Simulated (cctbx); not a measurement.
# A crystallographic session in cctbx: MnSn3S4

Library: cctbx 2025.11.

## 1. Energy scan

run.py:

```python
from cctbx import adptbx, crystal, miller, xray
from cctbx.array_family import flex
from cctbx.eltbx import sasaki

cs = crystal.symmetry(unit_cell=(5.732, 5.732, 5.732, 90, 90, 90), space_group_symbol='Hall: P -4 2 3')  # P-43m
atoms = [  # label, site, U (iso, or U11 U22 U33 U12 U13 U23 in A^2), occupancy
    ("Sn1", (0.5, 0.5, 0), (0.0090, 0.0090, 0.0092, 0.0000, 0.0000, 0.0000), 1),
    ("Mn1", (0, 0, 0), (0.0099, 0.0099, 0.0099, -0.0000, -0.0000, 0.0000), 1),
    ("S1", (0.728, 0.272, 0.728), (0.0120, 0.0120, 0.0120, 0.0003, -0.0003, 0.0003), 1),
]
xs = xray.structure(crystal_symmetry=cs)
for label, site, u, occ in atoms:
    u = adptbx.u_cif_as_u_star(cs.unit_cell(), u) if isinstance(u, tuple) else u
    xs.add_scatterer(xray.scatterer(label, site=site, u=u, occupancy=occ))
hkl = [(0, 1, 2), (1, 0, 1), (3, 0, 0), (0, 1, 0)]
ms = miller.set(cs, flex.miller_index(hkl + [tuple(-v for v in h) for h in hkl]), anomalous_flag=True)
print("E (eV)    f'(Mn)   f''   " + "".join("%16s" % ("|F|" + " ".join(map(str, h))) for h in hkl))
for e in [5939, 6289, 6419, 6479, 6509, 6524, 6531, 6535, 6543, 6547, 6554, 6569, 6599, 6689, 6939]:
    xs.set_inelastic_form_factors(12398.42 / e, "sasaki")
    t = sasaki.table("Mn").at_ev(e)
    f = flex.abs(ms.structure_factors_from_scatterers(xs, algorithm="direct").f_calc().data())
    n = len(hkl)
    print("%7.0f %7.2f %6.2f  " % (e, t.fp(), t.fdp()) + "".join("%9.1f/%6.1f" % (f[k], f[k + n]) for k in range(n)))
```

```console
$ python run.py
```

```text
E (eV)    f'(Mn)   f''           |F|0 1 2        |F|1 0 1        |F|3 0 0        |F|0 1 0
   5939   -2.19   0.55       17.4/  17.4     24.2/  24.2      8.0/   8.0     34.1/  34.1
   6289   -3.00   0.50       18.2/  18.2     25.1/  25.1      8.3/   8.3     35.1/  35.1
   6419   -3.73   0.48       18.9/  18.9     25.8/  25.8      8.7/   8.7     35.8/  35.8
   6479   -4.48   0.47       19.6/  19.6     26.6/  26.6      9.3/   9.3     36.6/  36.6
   6509   -5.18   0.47       20.3/  20.3     27.2/  27.2      9.8/   9.8     37.3/  37.3
   6524   -5.91   0.46       20.9/  20.9     28.0/  28.0     10.4/  10.4     38.0/  38.0
   6531   -6.58   0.46       21.5/  21.5     28.6/  28.6     10.9/  10.9     38.6/  38.6
   6535   -7.29   0.46       22.2/  22.2     29.3/  29.3     11.5/  11.5     39.3/  39.3
   6543   -7.51   3.96       21.7/  21.7     28.9/  28.9     10.5/  10.5     39.0/  39.0
   6547   -6.67   3.95       20.9/  20.9     28.0/  28.0      9.7/   9.7     38.2/  38.2
   6554   -5.93   3.95       20.1/  20.1     27.3/  27.3      9.0/   9.0     37.5/  37.5
   6569   -5.12   3.93       19.4/  19.4     26.5/  26.5      8.3/   8.3     36.7/  36.7
   6599   -4.33   3.89       18.6/  18.6     25.8/  25.8      7.6/   7.6     35.9/  35.9
   6689   -3.23   3.79       17.6/  17.6     24.8/  24.8      6.7/   6.7     34.9/  34.9
   6939   -2.10   3.55       16.7/  16.7     23.8/  23.8      5.7/   5.7     33.9/  33.9
```

It took 0.37 s on 1 thread of Arm Neoverse N1, on a shared host, peak memory 0.07 GiB.

[Logs are printed without paths, hosts, clocks, repeated set-up lines and the standing remarks that a program may print on its own settings, such as how far it seeks lower states.]
